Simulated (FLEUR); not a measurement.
# MnF2: which magnetic order is lowest

Does MnF2 prefer parallel or opposed moments?

Program: FLEUR MaX-R8.1. Level of theory: LDA (VWN) with U = 5.9 eV, J = 0.9 eV on Mn d; all-electron FLAPW, Dirac cores, scalar-relativistic bands. Results are calculated unless marked as measured.

### 1. Starting point

Symmetry: P4_2/mnm, No. 136, tetragonal system. The conventional cell has a = 4.874 Å, b = 4.874 Å, c = 3.311 Å, α = 90.00°, β = 90.00°, γ = 90.00°. Nearest to Mn lie 6 F at 2.10 to 2.13 Å. F has 3 Mn at 2.10 to 2.13 Å nearest. Farther neighbours and most contacts between anions are not listed.

As a file:

```cif
data_structure
_symmetry_space_group_name_H-M 'P4_2/mnm'
_symmetry_Int_Tables_number 136
_cell_length_a 4.8738
_cell_length_b 4.8738
_cell_length_c 3.3107
_cell_angle_alpha 90.000
_cell_angle_beta 90.000
_cell_angle_gamma 90.000
_cell_volume 78.64
loop_
_atom_site_label
_atom_site_type_symbol
_atom_site_symmetry_multiplicity
_atom_site_Wyckoff_symbol
_atom_site_fract_x
_atom_site_fract_y
_atom_site_fract_z
_atom_site_occupancy
Mn1 Mn 2 a 0.00000 0.00000 0.00000 1
F1 F 4 f 0.30530 0.30530 0.00000 1
```

### 2. Start 1: ferro ++

The parallel start comes first: it shows whether parallel moments hold. The U counters the self-interaction that shrinks the moments of a localised shell.

inpgen writes inp.xml from crystal.txt; cutoffs, mixing, functional, smearing and local orbitals are then set in the file. The k list default-1 (kpts.xml, not shown) is a Γ-centred 6×6×6 mesh; where the ranks do not divide the number of points, some are split in two of half the weight.

Contents of inp.xml:

```
<?xml version="1.0" encoding="UTF-8" standalone="no"?>
<fleurInput fleurInputVersion="0.39">
   <comment>
      MnF2
   </comment>
   <calculationSetup>
      <cutoffs Kmax="4.29" Gmax="12.9" GmaxXC="12.9" numbands="0"/>
      <scfLoop itmax="130" minDistance="0.0001" maxIterBroyd="15" imix="Anderson" alpha="0.05" precondParam="0.0" spinf="2.0" sdNocoIR="T"/>
      <coreElectrons ctail="T" frcor="F" kcrel="0" coretail_lmax="0"/>
      <xcFunctional name="vwn" relativisticCorrections="F"/>
      <magnetism jspins="2"/>
      <soc l_soc="F" theta="0.0" phi="0.0" spav="F"/>
      <expertModes spex="0" secvar="F"/>
      <geometryOptimization l_f="F" forcealpha="1.0" forcemix="BFGS" epsdisp="0.00001" epsforce="0.00001"/>
      <ldaU l_linMix="F" mixParam="0.05" spinf="1.0"/>
   </calculationSetup>
   <cell>
      <bzIntegration valenceElectrons="58.0" mode="hist" fermiSmearingEnergy="0.00110248">
         <kPointListSelection listName="default-1"/>
         <xi:include xmlns:xi="http://www.w3.org/2001/XInclude" href="kpts.xml"> </xi:include>
      </bzIntegration>
      <xi:include xmlns:xi="http://www.w3.org/2001/XInclude" href="sym.xml"> </xi:include>
      <bulkLattice scale="1.0">
         <bravaisMatrix>
            <row-1>    9.2101471860754796     0.0000000000000000     0.0000000000000000</row-1>
            <row-2>    0.0000000000000000     9.2101471860754796     0.0000000000000000</row-2>
            <row-3>    0.0000000000000000     0.0000000000000000     6.2563162807132198</row-3>
         </bravaisMatrix>
      </bulkLattice>
   </cell>
   <atomSpecies>
      <species name="Manganese 4.501" element="Mn" atomicNumber="25">
         <mtSphere radius="2.48" gridPoints="819" logIncrement="0.015"/>
         <atomicCutoffs lmax="10" lnonsphr="8"/>
         <electronConfig flipSpins="F">
            <coreConfig>(1s1/2) (2s1/2) (2p1/2) (2p3/2)</coreConfig>
            <valenceConfig>(3s1/2) (3p1/2) (3p3/2) (4s1/2) (3d3/2) (3d5/2)</valenceConfig>
            <stateOccupation state="(3d3/2)" spinUp="1.7505" spinDown="0.2495"/>
            <stateOccupation state="(3d5/2)" spinUp="3.0" spinDown="0.0"/>
         </electronConfig>
         <energyParameters s="4" p="4" d="3" f="4"/>
         <ldaU l="2" U="5.9" J="0.9" l_amf="F"/>
         <lo type="SCLO" l="0" n="3" eDeriv="0"/>
         <lo type="SCLO" l="1" n="3" eDeriv="0"/>
      </species>
      <species name="Fluorine (F)" element="F" atomicNumber="9">
         <mtSphere radius="1.4" gridPoints="463" logIncrement="0.023"/>
         <atomicCutoffs lmax="6" lnonsphr="4"/>
         <electronConfig flipSpins="F">
            <coreConfig>(1s1/2)</coreConfig>
            <valenceConfig>(2s1/2) (2p1/2) (2p3/2)</valenceConfig>
            <stateOccupation state="(2p1/2)" spinUp="0.833333" spinDown="0.833333"/>
            <stateOccupation state="(2p3/2)" spinUp="1.666667" spinDown="1.666667"/>
         </electronConfig>
         <energyParameters s="2" p="2" d="3" f="4"/>
      </species>
   </atomSpecies>
   <atomGroups>
      <atomGroup species="Manganese 4.501">
         <relPos label="                   1">.0000000000 .0000000000 .0000000000</relPos>
         <relPos label="                   2">1.000/2.000 1.000/2.000 1.000/2.000</relPos>
         <force calculate="T" relaxXYZ="TTT"/>
      </atomGroup>
      <atomGroup species="Fluorine (F)">
         <relPos label="                   3">.3053000000 .3053000000 .0000000000</relPos>
         <relPos label="                   4">.1947000000 -.1947000000 1.000/2.000</relPos>
         <relPos label="                   5">-.3053000000 -.3053000000 .0000000000</relPos>
         <relPos label="                   6">-.1947000000 .1947000000 1.000/2.000</relPos>
         <force calculate="T" relaxXYZ="TTT"/>
      </atomGroup>
   </atomGroups>
   <output dos="F" band="F" slice="F">
      <bandDOS minEnergy="-.5*Htr" maxEnergy="0.5*Htr" sigma="0.015" storeEVData="T"/>
      <plotting iplot="0" polar="F">
         <plot TwoD="T" vec1="  1.0  0.0  0.0" vec2="  0.0  1.0  0.0" vec3="  0.0  0.0  1.0" zero="  0.0  0.0  0.0" file="plot"/>
      </plotting>
      <moessbauerParams electricFieldGradient="F" isomerShift="F" coreHyperfine="F" valenceHyperfine="F"/>
   </output>
</fleurInput>
```

Contents of crystal.txt:

```
MnF2
&input film=F cartesian=F /
4.87380000000  0.00000000000  0.00000000000
0.00000000000  4.87380000000  0.00000000000
0.00000000000  0.00000000000  3.31070000000
1.8897261246
1.0 1.0 1.0

6
25 0.00000000000  0.00000000000  0.00000000000 : 4.501
25 0.50000000000  0.50000000000  0.50000000000 : 4.501
9 0.30530000000  0.30530000000  0.00000000000
9 0.19470000000  0.80530000000  0.50000000000
9 0.69470000000  0.69470000000  0.00000000000
9 0.80530000000  0.19470000000  0.50000000000

&kpt div1=6 div2=6 div3=6 gamma=T /
```

Launch:

```bash
> OMP_NUM_THREADS=1 inpgen -f crystal.txt > inpgen.log  # inp.xml is then edited as shown
> OMP_NUM_THREADS=1 mpirun -n 4 fleur_MPI > fleur.log
```

The log of the run:

```text
Welcome to FLEUR        (www.flapw.de)
      MaX-Release 8.1          (www.max-centre.eu)

 ========== k-point set info ==========
 Selected k-point list: default-1
 k-point list type: mesh
 6 x 6 x 6
 Number of k points: 40

 ------------Calculation Setup---------------------------
 Number of MPI-tasks      :            4
 Number of PE/node        :            4
 Number of OMP-threads    :            1
 k-points in parallel     :            4
 pe's per k-point         :            1
 No of k-point loops      :           10
 Eigenvalue solver        :       lapack
 Number of basis functions:          761
 Approximate size of matrices (H+S) per k-point:         0.009 GB
 --------------------------------------------------------
 no density matrix found ... skipping LDA+U
 Reset of history
 Iteration:     1   Distance:      13.52318517 me/bohr^3
 Iteration:     2   Distance:      12.55328882 me/bohr^3
 Iteration:     3   Distance:      11.16917478 me/bohr^3
 Iteration:     4   Distance:       6.68270061 me/bohr^3
 Iteration:     5   Distance:       4.11548466 me/bohr^3
 Iteration:     6   Distance:       1.75391065 me/bohr^3
 Iteration:     7   Distance:       0.56108038 me/bohr^3
 Iteration:     8   Distance:       0.59069562 me/bohr^3
 Iteration:     9   Distance:       0.04418627 me/bohr^3
 Iteration:    10   Distance:       0.03777373 me/bohr^3
 Iteration:    11   Distance:       0.00574633 me/bohr^3
 Iteration:    12   Distance:       0.00463327 me/bohr^3
 Iteration:    13   Distance:       0.00118534 me/bohr^3
 Iteration:    14   Distance:       0.00019829 me/bohr^3
 Iteration:    15   Distance:       0.00023719 me/bohr^3
 Iteration:    16   Distance:       0.00004044 me/bohr^3

 ********************************************************************
 Run finished successfully
 Stop message:
   all done
 ********************************************************************

--- out.xml (last complete iteration) ---
<iteration numberForCurrentRun="   16" overallNumber="   16">
         [... left out ...]
         <bandgap value="2.5355440692" units="eV"/>
         <sumValenceSingleParticleEnergies value="-37.4313654640" units="Htr"/>
         <FermiEnergy value="0.0907530528" units="Htr"/>
         <valenceDensity>
            <mtCharges spin="1">
               <mtCharge atomType="1" total="9.2275855" s="1.1236531" p="3.1500718" d="4.8897227" f="0.0419199"/>
               <mtCharge atomType="2" total="2.8416365" s="0.8048409" p="2.0340746" d="0.0023172" f="0.0003341"/>
            </mtCharges>
            <mtCharges spin="2">
               <mtCharge atomType="1" total="4.4879646" s="1.0989090" p="3.1279077" d="0.1994379" f="0.0401557"/>
               <mtCharge atomType="2" total="2.7909118" s="0.7993145" p="1.9912116" d="0.0003152" f="0.0000527"/>
            </mtCharges>
            <spinDependentCharge spin="1" total="34.0000000" interstitial="4.1782829" mtSpheres="29.8217171"/>
            <spinDependentCharge spin="2" total="24.0000000" interstitial="3.8604238" mtSpheres="20.1395762"/>
            <totalCharge value="58.0000000000"/>
         </valenceDensity>
         [... left out ...]
         <allElectronCharges>
            <spinDependentCharge spin="1" total="48.0000000" interstitial="4.1782825" mtSpheres="43.8217175"/>
            <spinDependentCharge spin="2" total="38.0000000" interstitial="3.8604234" mtSpheres="34.1395766"/>
            <totalCharge value="85.9999999966"/>
         </allElectronCharges>
         <magneticMomentsInMTSpheres units="muBohr">
            <globalMagMoment atomType="1" vec="0.00000   0.00000   4.73962"/>
            <localMagMoment atomType="1" vec="0.00000   0.00000   4.73962"/>
            <globalMagMoment atomType="2" vec="0.00000   0.00000   0.05072"/>
            <localMagMoment atomType="2" vec="0.00000   0.00000   0.05072"/>
         </magneticMomentsInMTSpheres>
         <moessbauerParams unitsHFF="kG" unitsIS="e/bohr^3" unitsEFG="Htr/bohr^2">
         </moessbauerParams>
         <totalEnergy value="    -2710.5263553300" units="Htr">
            <sumOfEigenvalues value="    -1548.7080228928">
               <coreElectrons value="-1511.2766574288"/>
               <valenceElectrons value="-37.4313654640"/>
            </sumOfEigenvalues>
            <densityCoulombPotentialIntegral value="-4099.8682285739"/>
            <densityEffectivePotentialIntegral value="-4284.7557493885"/>
            <chargeDenXCDenIntegral value="-139.8278357026"/>
            <FockExchangeEnergyValence value="0.0000000000"/>
            <FockExchangeEnergyCore value="0.0000000000"/>
            <atomTypeDependentContributions atomType="1">
               <electronNucleiInteractionDifferentMTs value="2757.9285189854"/>
               <MadelungTerm value="-16.6238123082"/>
            </atomTypeDependentContributions>
            <atomTypeDependentContributions atomType="2">
               <electronNucleiInteractionDifferentMTs value="464.0838442570"/>
               <MadelungTerm value="-19.0572748762"/>
            </atomTypeDependentContributions>
            <dftUCorrection value="-0.8813185906"/>
            <tkbTimesEntropy value="0.0000000000"/>
            <freeEnergy value="-2710.5263553300"/>
            <extrapolationTo0K value="-2710.5263553300"/>
         </totalEnergy>
         <ldaUDensityMatrix>
            <densityMatrixFor spin="1" atomType="1" uIndex="1" l="2" U="5.90000000" J="0.90000000">
               (+0.97491,+0.00000) (+0.00000,+0.00000) (+0.00000,-0.01642) (+0.00000,+0.00000) (-0.01369,+0.00000)
               (+0.00000,+0.00000) (+0.98182,+0.00000) (+0.00000,+0.00000) (+0.00000,+0.02010) (+0.00000,+0.00000)
               (+0.00000,+0.01642) (+0.00000,+0.00000) (+0.97628,+0.00000) (+0.00000,+0.00000) (+0.00000,-0.01642)
               (+0.00000,+0.00000) (+0.00000,-0.02010) (+0.00000,+0.00000) (+0.98182,+0.00000) (+0.00000,+0.00000)
               (-0.01369,+0.00000) (+0.00000,+0.00000) (+0.00000,+0.01642) (+0.00000,+0.00000) (+0.97491,+0.00000)
            </densityMatrixFor>
            <densityMatrixFor spin="2" atomType="1" uIndex="1" l="2" U="5.90000000" J="0.90000000">
               (+0.03577,+0.00000) (+0.00000,+0.00000) (+0.00000,-0.02187) (+0.00000,+0.00000) (-0.01974,+0.00000)
               (+0.00000,+0.00000) (+0.04513,+0.00000) (+0.00000,+0.00000) (+0.00000,+0.02743) (+0.00000,+0.00000)
               (+0.00000,+0.02187) (+0.00000,+0.00000) (+0.03764,+0.00000) (+0.00000,+0.00000) (+0.00000,-0.02187)
               (+0.00000,+0.00000) (+0.00000,-0.02743) (+0.00000,+0.00000) (+0.04513,+0.00000) (+0.00000,+0.00000)
               (-0.01974,+0.00000) (+0.00000,+0.00000) (+0.00000,+0.02187) (+0.00000,+0.00000) (+0.03577,+0.00000)
            </densityMatrixFor>
         </ldaUDensityMatrix>
         <ldaUDensityMatrixConvergence>
            <distance spin="1" distance="0.000000"/>
            <distance spin="2" distance="0.000001"/>
         </ldaUDensityMatrixConvergence>
         <densityConvergence units="me/bohr^3">
            <chargeDensity spin="1" distance="0.0000146924"/>
            <chargeDensity spin="2" distance="0.0000272029"/>
            <overallChargeDensity distance="0.0000404432"/>
            <spinDensity distance="0.0000166155"/>
         </densityConvergence>
      </iteration>
```

Run time: 43 s. Hardware: 4 MPI ranks of Intel Xeon 6975P-C (Granite Rapids), shared host; peak memory 0.38 GiB; 2.8 min of CPU time.

Spin moment in the muffin-tin sphere by atom:

| atom | spin moment in the muffin-tin sphere (μB) |
| --- | --- |
| Mn1 | 4.74 |
| Mn2 | 4.74 |
| F3 | 0.05 |
| F4 | 0.05 |
| F5 | 0.05 |
| F6 | 0.05 |

Numbers from this step:

```
free energy                                                       : -73757.1796 eV
program's band gap on this mesh (in a metal only a level spacing) : 2.536 eV
magnetization                                                     : 10 μB
final state                                                       : ferromagnetic
```

After 16 cycles the largest moment stands at 4.74 μB.

[end of part 1 of 3]

[Logs and program files are shortened in this print: banners, set-up blocks, solver, clock and traceback lines can be left out without a mark of their own.]

[Logs are printed without paths, hosts, clocks, repeated set-up lines and the standing remarks that a program may print on its own settings, such as how far it seeks lower states.]

[Hosts, paths, dates, database ids (printed as entryN), source tags and the programs' standing remarks are cut or masked in the printed files.]

[Where a cell is said to come from a database of computed structures, the database is the Materials Project.]
